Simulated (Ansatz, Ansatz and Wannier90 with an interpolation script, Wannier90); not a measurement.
Rows from a G0W0 calculation on PbBrF (P4/nmm) (Ansatz 0.2.0; G0W0 on LDA, plane waves, PAW; 4×4×2 mesh, 498 empty bands, screening to 140 eV), in eV. Spin-orbit coupling is left out.

The database entry behind the starting cell is an old determination (1932), so it need not match the best structure at ambient conditions.

| row | k | band | start | Σx | Σc at the solution | Vxc |
| --- | --- | --- | --- | --- | --- | --- |
| A | (0.000, 0.000, -0.500) | v2 | 4.916 | -20.120 | 2.639 | -16.669 |
| B | (0.000, 0.000, -0.500) | c1 | 8.068 | -7.760 | -3.616 | -12.063 |
| C | (0.000, 0.000, -0.500) | v1 | 5.695 | -19.833 | 2.056 | -16.990 |
| D | (0.000, 0.000, -0.500) | v4 | 4.246 | -23.391 | 3.877 | -18.711 |
| E | (0.000, 0.000, -0.500) | c3 | 11.620 | -9.166 | -4.426 | -14.500 |
| F | (0.000, 0.000, -0.500) | c2 | 9.680 | -8.327 | -4.028 | -13.195 |

Work out each quasiparticle level and how far it moved.

The quasiparticle equation reads E = start + Σx + Σc(E) − Vxc.

| row | E (eV) | shift (eV) |
| --- | --- | --- |
| A | 4.105 | −0.811 |
| B | 8.755 | +0.686 |
| C | 4.909 | −0.787 |
| D | 3.443 | −0.803 |
| E | 12.528 | +0.908 |
| F | 10.522 | +0.841 |

The gap over the computed points goes from 2.37 eV to 3.85 eV.

Limits: not at the basis limit; no spin-orbit coupling; coarse k mesh.

[Runs of the session that timed out or met a known fault of the program may be left out.]

[Hosts, paths, dates, database ids (printed as entryN), source tags and the programs' standing remarks are cut or masked in the printed files.]
